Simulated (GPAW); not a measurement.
**Screening of a field by MoSi2As4 monolayer**

Aim: the dipole that a field along the normal induces in MoSi2As4 monolayer.

Main program and level: GPAW 26.7.0; GPAW, PAW setups; layer in a repeated cell with vacuum, relaxation of atoms and in-plane cell, in the first sound run; inputs show where later runs differ.

### 1. Set-up

The cell holds 7 atoms: 4 As, 2 Si and 1 Mo. Its edges and angles: a = 3.630 Å, b = 3.630 Å, c = 24.910 Å, α = 90.0°, β = 90.0°, γ = 120.0°. Vacuum lies along c.

### 2. Relaxation

Forces are removed first; all later runs use this geometry.

Contents of run.py:

```python
import json
import numpy as np
from ase import Atoms
from ase.filters import FrechetCellFilter
from ase.optimize import BFGS
from gpaw import GPAW, PW

slab = Atoms(
    ['As', 'Si', 'As', 'Mo', 'As', 'Si', 'As'],
    positions=[
        [0.00000, 0.00000, 8.00000],
        [-0.00000, 2.09578, 8.76197],
        [-0.00000, 2.09578, 10.99197],
        [0.00000, 0.00000, 12.45513],
        [-0.00000, 2.09578, 13.91829],
        [-0.00000, 2.09578, 16.14829],
        [0.00000, 0.00000, 16.91026]],
    cell=[[3.63, 0.0, 0.0], [-1.815, 3.14367, 0.0], [0.0, 0.0, 24.9103]],
    pbc=[True, True, True])

slab.calc = GPAW(mode=PW(600), xc='PBE', kpts={'size': (9, 9, 1), 'gamma': True},
                 occupations={'name': 'fermi-dirac', 'width': 0.05}, nbands='200%',
                 convergence={'density': 1e-05}, maxiter=200,
                 symmetry={'tolerance': 1e-3}, txt='slab.txt')
result = {}
# The in-plane cell is free; stress needs a cell that repeats along all three vectors
path = []
opt = BFGS(FrechetCellFilter(slab, mask=[1, 1, 0, 0, 0, 1]), maxstep=0.2)
opt.attach(lambda: path.append((slab.get_potential_energy(), slab.positions.tolist(), slab.get_forces().tolist())))
result['relaxed'] = bool(opt.run(fmax=0.02, steps=45))
result['path'] = path
result['cell'] = slab.cell.tolist()
print('in-plane lattice', slab.cell.cellpar().round(4)[[0, 1, 5]])
energy = slab.get_potential_energy()
fermi = slab.calc.get_fermi_level()
v = slab.calc.get_electrostatic_potential().mean((0, 1)) - fermi
n = slab.calc.get_pseudo_density().mean((0, 1))
L = slab.cell[2, 2]
z = np.arange(len(v)) * L / len(v)
low, high = slab.positions[:, 2].min(), slab.positions[:, 2].max()
below, above = np.interp([low - 5.8, high + 5.8], z, v)
slopes = [np.interp(x, z, np.gradient(v, z)) for x in (low - 5.8, high + 5.8)]
eps = np.array([[slab.calc.get_eigenvalues(k, s) for k in range(len(slab.calc.get_ibz_k_points()))]
                for s in range(slab.calc.get_number_of_spins())]) - fermi
top, bottom = eps[eps < 0].max(), eps[eps > 0].min()
dipole = slab.get_dipole_moment()[2]
print(f'energy {energy:.4f} eV, Fermi level {fermi:.4f} eV, dipole {dipole:.5f} e A')
print(f'potential 5.8 A off the faces, from the Fermi level: lower {below:.4f} eV, upper {above:.4f} eV')
print(f'slope of the potential there: lower {slopes[0]:.5f}, upper {slopes[1]:.5f} eV/A')
print(f'nearest levels on the mesh: {top:.4f} and {bottom:.4f} eV')
print('magnetic moment', round(slab.get_magnetic_moment(), 3))
result.update(energy=energy, fermi=fermi, dipole=dipole, below=below, above=above, slopes=slopes, edges=[top, bottom],
              z=z.tolist(), v=v.tolist(), n=n.tolist(), positions=slab.positions.tolist(),
              forces=slab.get_forces(apply_constraint=False).tolist(), moments=slab.get_magnetic_moments().tolist())
json.dump(result, open('result.json', 'w'))
```

Launch:

```
> OMP_NUM_THREADS=1 OPENBLAS_NUM_THREADS=1 python run.py
```

The log of the run:

```text
Step          Energy          fmax
BFGS:    0      -39.934114        3.364297
BFGS:    1      -40.350002        2.866184
BFGS:    2      -41.064827        1.311012
BFGS:    3      -41.114588        0.983110
BFGS:    4      -41.311920        0.794960
BFGS:    5      -41.418554        0.601043
BFGS:    6      -41.462808        0.343583
BFGS:    7      -41.473051        0.381743
BFGS:    8      -41.483795        0.383094
BFGS:    9      -41.497191        0.328892
BFGS:   10      -41.510606        0.308135
BFGS:   11      -41.520248        0.265100
BFGS:   12      -41.523942        0.122752
BFGS:   13      -41.524717        0.027195
BFGS:   14      -41.524801        0.006105
in-plane lattice [  3.6106   3.6106 120.    ]
energy -41.5248 eV, Fermi level 1.2683 eV, dipole -0.00099 e A
potential 5.8 A off the faces, from the Fermi level: lower 4.5868 eV, upper 4.5886 eV
slope of the potential there: lower -0.00058, upper -0.00051 eV/A
nearest levels on the mesh: -0.3810 and 0.3761 eV
magnetic moment 0.0
```

Elapsed: 51 min, on 1 thread of Arm Neoverse N1, shared host; peak memory 0.63 GiB.

Numbers from this step:

```yaml
dipole_along_the_normal: -9.92e-4 e·Å
levels_nearest_the_fermi_level_on_the_mesh: -0.3810, 0.3761 eV from the Fermi level
```

Table of electrostatic potential energy of an electron (without an applied field's), less the Fermi level, planar mean by z:

z (Å), electrostatic potential energy of an electron (without an applied field's), less the Fermi level, planar mean (eV) and a bar from the least value:
```
      0.0        4.6 ##############################
      0.5        4.6 ##############################
      1.0        4.6 ##############################
      1.5        4.6 ##############################
      2.0        4.6 ##############################
      2.5        4.6 ##############################
      3.0        4.6 ##############################
      3.5        4.6 ##############################
      4.0        4.6 ##############################
      4.5        4.6 ##############################
      5.0        4.5 ##############################
      5.5        4.4 ##############################
      6.0        3.9 #############################
      6.5        1.6 ##########################
      7.0       -6.0 ###############
      7.5      -14.9 ###
      8.0      -10.0 ##########
      8.5      -11.8 #######
      9.0       -5.9 ###############
      9.5        0.6 ########################
     10.0        1.1 #########################
     10.5       -5.6 ################
     11.0      -13.4 #####
     11.5       -6.6 ##############
     12.0       -9.9 ##########
     12.5      -17.0 
     13.0       -8.3 ############
     13.5       -7.7 #############
     14.0      -13.3 #####
     14.5       -3.8 ##################
     15.0        1.4 ##########################
     15.5       -0.1 #######################
     16.0       -7.6 #############
     16.5      -11.4 ########
     17.0      -10.7 #########
     17.5      -14.5 ###
     18.0       -4.0 ##################
     18.5        2.3 ###########################
     19.0        4.0 #############################
     19.5        4.5 ##############################
     20.0        4.6 ##############################
     20.5        4.6 ##############################
     21.0        4.6 ##############################
     21.5        4.6 ##############################
     22.0        4.6 ##############################
     22.5        4.6 ##############################
     23.0        4.6 ##############################
     23.5        4.6 ##############################
     24.0        4.6 ##############################
     24.5        4.6 ##############################
```

The pseudo valence density, planar mean oscillates, so the rows of the table below give means over windows of 1 Å about each position, cut where the curve ends. Its maxima inside the range that stand out by 2 % of the span (Å: e/Å³): 7.1: 0.259, 8.0: 0.399, 10.6: 0.251, 12.5: 1.27, 14.4: 0.251, 17.0: 0.399, 17.8: 0.259. Its minima: 7.4: 0.183, 9.7: 0.130, 10.9: 0.171, 14.0: 0.171, 15.2: 0.130, 17.5: 0.183.

Pseudo valence density, planar mean against z; means over each step:

z (Å), pseudo valence density, planar mean (e/Å³) and a bar:
```
        3       0.00 
        4       0.00 
        5       0.00 
        6       0.04 ##
        7       0.21 #########
        8       0.33 #############
        9       0.18 #######
       10       0.17 #######
       11       0.26 ###########
       12       0.73 ##############################
       13       0.66 ###########################
       14       0.24 ##########
       15       0.16 #######
       16       0.19 ########
       17       0.32 #############
       18       0.20 ########
       19       0.03 #
       20       0.00 
       21       0.00
```

The relaxation lowered the energy of the cell by 1.59 eV (energies extrapolated to zero smearing; the optimiser's log prints free energies). The largest force left on a free atom is 0.0061 eV/Å.

### 3. The slab's potential

With the geometry fixed, the planar mean of the potential gives the vacuum level on each side.

This step: GPAW, PAW setups; slab in vacuum (GPAW 26.7.0).

The cell differs from the one that the last finished run ended in (c 24.910 → 26.000 Å).

run.py: that of step 2 with these lines changed.

```diff
@@ -3,4 +3,2 @@
 from ase import Atoms
-from ase.filters import FrechetCellFilter
-from ase.optimize import BFGS
 from gpaw import GPAW, PW
@@ -10,25 +8,18 @@
     positions=[
-        [0.00000, 0.00000, 8.00000],
-        [-0.00000, 2.09578, 8.76197],
-        [-0.00000, 2.09578, 10.99197],
-        [0.00000, 0.00000, 12.45513],
-        [-0.00000, 2.09578, 13.91829],
-        [-0.00000, 2.09578, 16.14829],
-        [0.00000, 0.00000, 16.91026]],
-    cell=[[3.63, 0.0, 0.0], [-1.815, 3.14367, 0.0], [0.0, 0.0, 24.9103]],
-    pbc=[True, True, True])
+        [-0.00000, 0.00000, 8.00000],
+        [0.00000, 2.08460, 9.12704],
+        [0.00000, 2.08460, 11.50288],
+        [0.00000, 0.00000, 12.99980],
+        [0.00000, 2.08460, 14.49672],
+        [0.00000, 2.08460, 16.87256],
+        [-0.00000, 0.00000, 17.99960]],
+    cell=[[3.61064, -0.0, 0.0], [-1.80532, 3.1269, 0.0], [0.0, 0.0, 25.9996]],
+    pbc=[True, True, False])
 
-slab.calc = GPAW(mode=PW(600), xc='PBE', kpts={'size': (9, 9, 1), 'gamma': True},
+slab.calc = GPAW(mode=PW(400), xc='PBE', kpts={'size': (9, 9, 1), 'gamma': True},
                  occupations={'name': 'fermi-dirac', 'width': 0.05}, nbands='200%',
                  convergence={'density': 1e-05}, maxiter=200,
+                 poissonsolver={'dipolelayer': 'xy'},
                  symmetry={'tolerance': 1e-3}, txt='slab.txt')
 result = {}
-# The in-plane cell is free; stress needs a cell that repeats along all three vectors
-path = []
-opt = BFGS(FrechetCellFilter(slab, mask=[1, 1, 0, 0, 0, 1]), maxstep=0.2)
-opt.attach(lambda: path.append((slab.get_potential_energy(), slab.positions.tolist(), slab.get_forces().tolist())))
-result['relaxed'] = bool(opt.run(fmax=0.02, steps=45))
-result['path'] = path
-result['cell'] = slab.cell.tolist()
-print('in-plane lattice', slab.cell.cellpar().round(4)[[0, 1, 5]])
 energy = slab.get_potential_energy()
```

The log of the run:

```text
energy -41.4952 eV, Fermi level 1.0236 eV, dipole -0.00013 e A
potential 5.8 A off the faces, from the Fermi level: lower 4.5873 eV, upper 4.5873 eV
slope of the potential there: lower -0.00005, upper 0.00005 eV/A
nearest levels on the mesh: -0.3810 and 0.3762 eV
magnetic moment 0.0
```

Elapsed: 2 min, on 1 thread; peak memory 0.25 GiB.

This step gave:

* dipole along the normal: -1.35e-4 e·Å
* levels nearest the Fermi level on the mesh: -0.3810, 0.3762 eV from the Fermi level
* upper work function: 4.587 eV
* lower work function: 4.587 eV
* upper ionisation energy: 4.968 eV

The electrostatic potential energy of an electron (without an applied field's), less the Fermi level, planar mean oscillates, so the rows of the table below give means over windows of 1 Å about each position, cut where the curve ends. Its maxima inside the range that stand out by 2 % of the span (Å: eV): 8.7: -9.78, 10.3: 1.61, 12.2: -5.99, 13.8: -5.99, 15.7: 1.61, 17.3: -9.78. Its minima: 8.0: -15.0, 9.1: -11.8, 11.5: -13.4, 13.0: -17.2, 14.5: -13.4, 16.9: -11.8, 18.0: -15.0.

The electrostatic potential energy of an electron (without an applied field's), less the Fermi level, planar mean by z; means over each step:

| z (Å) | electrostatic potential energy of an electron (without an applied field's), less the Fermi level, planar mean (eV) |
| --- | --- |
| 0 | 4.59 |
| 1 | 4.59 |
| 2 | 4.59 |
| 3 | 4.59 |
| 4 | 4.59 |
| 5 | 4.57 |
| 6 | 4.37 |
| 7 | 1.13 |
| 8 | -11.8 |
| 9 | -10.3 |
| 10 | -0.762 |
| 11 | -5.42 |
| 12 | -8.82 |
| 13 | -13.8 |
| 14 | -8.82 |
| 15 | -5.41 |
| 16 | -0.766 |
| 17 | -10.3 |
| 18 | -11.8 |
| 19 | 1.13 |
| 20 | 4.37 |
| 21 | 4.57 |
| 22 | 4.59 |
| 23 | 4.59 |
| 24 | 4.59 |
| 25 | 4.59 |

The pseudo valence density, planar mean oscillates, so the rows of the table below give means over windows of 1 Å about each position, cut where the curve ends. Its maxima inside the range that stand out by 2 % of the span (Å: e/Å³): 7.6: 0.264, 8.4: 0.394, 11.0: 0.252, 13.0: 1.27, 14.9: 0.252, 17.5: 0.394, 18.4: 0.264. Its minima: 8.0: 0.189, 10.2: 0.130, 11.5: 0.171, 14.5: 0.171, 15.8: 0.130, 18.0: 0.189.

The pseudo valence density, planar mean by z; means over each step:

z (Å), pseudo valence density, planar mean (e/Å³) and a bar:
```
        4       0.00 
        5       0.00 
        6       0.01 
        7       0.12 ####
        8       0.26 ########
        9       0.28 #########
       10       0.15 #####
       11       0.20 #######
       12       0.37 ############
       13       0.94 ##############################
       14       0.37 ############
       15       0.20 #######
       16       0.15 #####
       17       0.28 #########
       18       0.26 ########
       19       0.12 ####
       20       0.01 
       21       0.00 
       22       0.00
```

The layer is gapped, so the Fermi level lies somewhere inside the gap, set by smearing and numerics, and these work functions are no property of the material; the band edges below the vacuum level are. The potential is flat to 5.2e-5 eV/Å where it is read, so the vacuum is wide enough.

### 4. Field on

A uniform field along the normal polarises the slab; the atoms stay fixed, so this is the electronic response alone.

run.py: that of step 3 with these lines changed.

```diff
@@ -4,2 +4,3 @@
 from gpaw import GPAW, PW
+from gpaw.external import ConstantElectricField
 
@@ -22,2 +23,3 @@
                  poissonsolver={'dipolelayer': 'xy'},
+                 external=ConstantElectricField(-0.2, [0, 0, 1]),
                  symmetry={'tolerance': 1e-3}, txt='slab.txt')
```

The log of the run:

```text
energy -41.5102 eV, Fermi level 1.0218 eV, dipole -0.14999 e A
potential 5.8 A off the faces, from the Fermi level: lower 3.3888 eV, upper 5.7928 eV
slope of the potential there: lower -0.00004, upper 0.00006 eV/A
nearest levels on the mesh: -0.3812 and 0.3761 eV
magnetic moment 0.0
```

It took 9.6 min on 1 thread; peak memory 0.44 GiB.

This step gave:

```yaml
dipole_along_the_normal: -0.1500 e·Å
levels_nearest_the_fermi_level_on_the_mesh: -0.3812, 0.3761 eV from the Fermi level
potential_below_the_slab_the_applied_field_s_own_ramp_left_out: 3.389 eV from the Fermi level
potential_above_the_slab_the_applied_field_s_own_ramp_left_out: 5.793 eV from the Fermi level
```

The electrostatic potential energy of an electron (without an applied field's), less the Fermi level, planar mean oscillates, so the rows of the table below give means over windows of 1.73 Å about each position, cut where the curve ends. Its maxima inside the range that stand out by 2 % of the span (Å: eV): 8.7: -10.6, 10.3: 1.09, 12.2: -6.14, 13.9: -5.84, 15.7: 2.12, 17.3: -8.97, 25.6: 5.79. Its minima: 8.0: -15.9, 9.1: -12.6, 11.5: -13.7, 13.0: -17.2, 14.5: -13.1, 16.9: -11.1, 18.0: -14.0.

The electrostatic potential energy of an electron (without an applied field's), less the Fermi level, planar mean by z; means over each step:

z (Å), electrostatic potential energy of an electron (without an applied field's), less the Fermi level, planar mean (eV) and a bar from the least value:
```
     0.86        3.5 ##########################
     2.59        3.4 ##########################
     4.32        3.4 ##########################
     6.05        3.0 #########################
     7.78       -8.8 ####
     9.51       -6.3 ########
    11.24       -6.9 #######
    12.97      -10.9 
    14.70       -6.5 ########
    16.43       -4.7 ###########
    18.16       -7.2 #######
    19.89        5.3 #############################
    21.62        5.8 ##############################
    23.35        5.8 ##############################
    25.08        5.7 ##############################
```

The dipole is now -0.150 e Å, against -1.3e-4 in the run without a field.

### 5. Field on

run.py: that of step 4 with these lines changed.

```diff
@@ -23,3 +23,3 @@
                  poissonsolver={'dipolelayer': 'xy'},
-                 external=ConstantElectricField(-0.2, [0, 0, 1]),
+                 external=ConstantElectricField(-0.1, [0, 0, 1]),
                  symmetry={'tolerance': 1e-3}, txt='slab.txt')
```

The log of the run:

```text
energy -41.4990 eV, Fermi level 1.0231 eV, dipole -0.07497 e A
potential 5.8 A off the faces, from the Fermi level: lower 3.9874 eV, upper 5.1890 eV
slope of the potential there: lower -0.00005, upper 0.00006 eV/A
nearest levels on the mesh: -0.3810 and 0.3761 eV
magnetic moment 0.0
```

Run time: 9.4 min. Hardware: 1 thread; peak memory 0.45 GiB.

This step gave:

```yaml
dipole_along_the_normal: -0.07497 e·Å
levels_nearest_the_fermi_level_on_the_mesh: -0.3810, 0.3761 eV from the Fermi level
potential_below_the_slab_the_applied_field_s_own_ramp_left_out: 3.987 eV from the Fermi level
potential_above_the_slab_the_applied_field_s_own_ramp_left_out: 5.189 eV from the Fermi level
```

Table of electrostatic potential energy of an electron (without an applied field's), less the Fermi level, planar mean by z:

| z (Å) | electrostatic potential energy of an electron (without an applied field's), less the Fermi level, planar mean (eV) |
| --- | --- |
| 0.0 | 4.59 |
| 0.5 | 3.99 |
| 1.0 | 3.99 |
| 1.5 | 3.99 |
| 2.0 | 3.99 |
| 2.5 | 3.99 |
| 3.0 | 3.99 |
| 3.5 | 3.99 |
| 4.0 | 3.99 |
| 4.5 | 3.99 |
| 5.0 | 3.98 |
| 5.5 | 3.95 |
| 6.0 | 3.84 |
| 6.5 | 3.37 |
| 7.0 | 1.41 |
| 7.5 | -5.53 |
| 8.0 | -15.3 |
| 8.5 | -10.7 |
| 9.0 | -12.0 |
| 9.5 | -7.05 |
| 10.0 | -0.00678 |
| 10.5 | 1.04 |
| 11.0 | -4.90 |
| 11.5 | -13.6 |
| 12.0 | -7.22 |
| 12.5 | -9.13 |
| 13.0 | -17.2 |
| 13.5 | -9.02 |
| 14.0 | -7.03 |
| 14.5 | -13.3 |
| 15.0 | -4.51 |
| 15.5 | 1.52 |
| 16.0 | 0.556 |
| 16.5 | -6.40 |
| 17.0 | -11.3 |
| 17.5 | -9.90 |
| 18.0 | -14.3 |
| 18.5 | -4.48 |
| 19.0 | 2.53 |
| 19.5 | 4.53 |
| 20.0 | 5.02 |
| 20.5 | 5.15 |
| 21.0 | 5.18 |
| 21.5 | 5.19 |
| 22.0 | 5.19 |
| 22.5 | 5.19 |
| 23.0 | 5.19 |
| 23.5 | 5.19 |
| 24.0 | 5.19 |
| 24.5 | 5.19 |
| 25.0 | 5.19 |
| 25.5 | 5.19 |

The dipole is now -0.0750 e Å, against -1.3e-4 in the run without a field.

### 6. Field on

run.py: that of step 5 with these lines changed.

```diff
@@ -23,3 +23,3 @@
                  poissonsolver={'dipolelayer': 'xy'},
-                 external=ConstantElectricField(-0.1, [0, 0, 1]),
+                 external=ConstantElectricField(-0.05, [0, 0, 1]),
                  symmetry={'tolerance': 1e-3}, txt='slab.txt')
```

The log of the run:

```text
energy -41.4962 eV, Fermi level 1.0235 eV, dipole -0.03749 e A
potential 5.8 A off the faces, from the Fermi level: lower 4.2870 eV, upper 4.8879 eV
slope of the potential there: lower -0.00005, upper 0.00005 eV/A
nearest levels on the mesh: -0.3810 and 0.3762 eV
magnetic moment 0.0
```

Elapsed: 8.9 min, on 1 thread; peak memory 0.45 GiB.

The electrostatic potential energy of an electron (without an applied field's), less the Fermi level, planar mean oscillates, so the rows of the table below give means over windows of 1 Å about each position, cut where the curve ends. Its maxima inside the range that stand out by 2 % of the span (Å: eV): 8.7: -9.99, 10.3: 1.48, 12.2: -6.03, 13.8: -5.96, 15.7: 1.73, 17.3: -9.58. Its minima: 8.0: -15.2, 9.1: -12.0, 11.5: -13.5, 13.0: -17.2, 14.5: -13.4, 16.9: -11.6, 18.0: -14.7.

Table of electrostatic potential energy of an electron (without an applied field's), less the Fermi level, planar mean by z; means over each step:

| z (Å) | electrostatic potential energy of an electron (without an applied field's), less the Fermi level, planar mean (eV) |
| --- | --- |
| 0 | 4.40 |
| 1 | 4.29 |
| 2 | 4.29 |
| 3 | 4.29 |
| 4 | 4.29 |
| 5 | 4.27 |
| 6 | 4.08 |
| 7 | 0.848 |
| 8 | -12.0 |
| 9 | -10.5 |
| 10 | -0.903 |
| 11 | -5.52 |
| 12 | -8.87 |
| 13 | -13.8 |
| 14 | -8.77 |
| 15 | -5.32 |
| 16 | -0.624 |
| 17 | -10.1 |
| 18 | -11.6 |
| 19 | 1.41 |
| 20 | 4.67 |
| 21 | 4.87 |
| 22 | 4.89 |
| 23 | 4.89 |
| 24 | 4.89 |
| 25 | 4.89 |

(Continued in part 2 of 2.)

[Logs are printed without paths, hosts, clocks, repeated set-up lines and the standing remarks that a program may print on its own settings, such as how far it seeks lower states.]

[Hosts, paths, dates, database ids (printed as entryN), source tags and the programs' standing remarks are cut or masked in the printed files.]
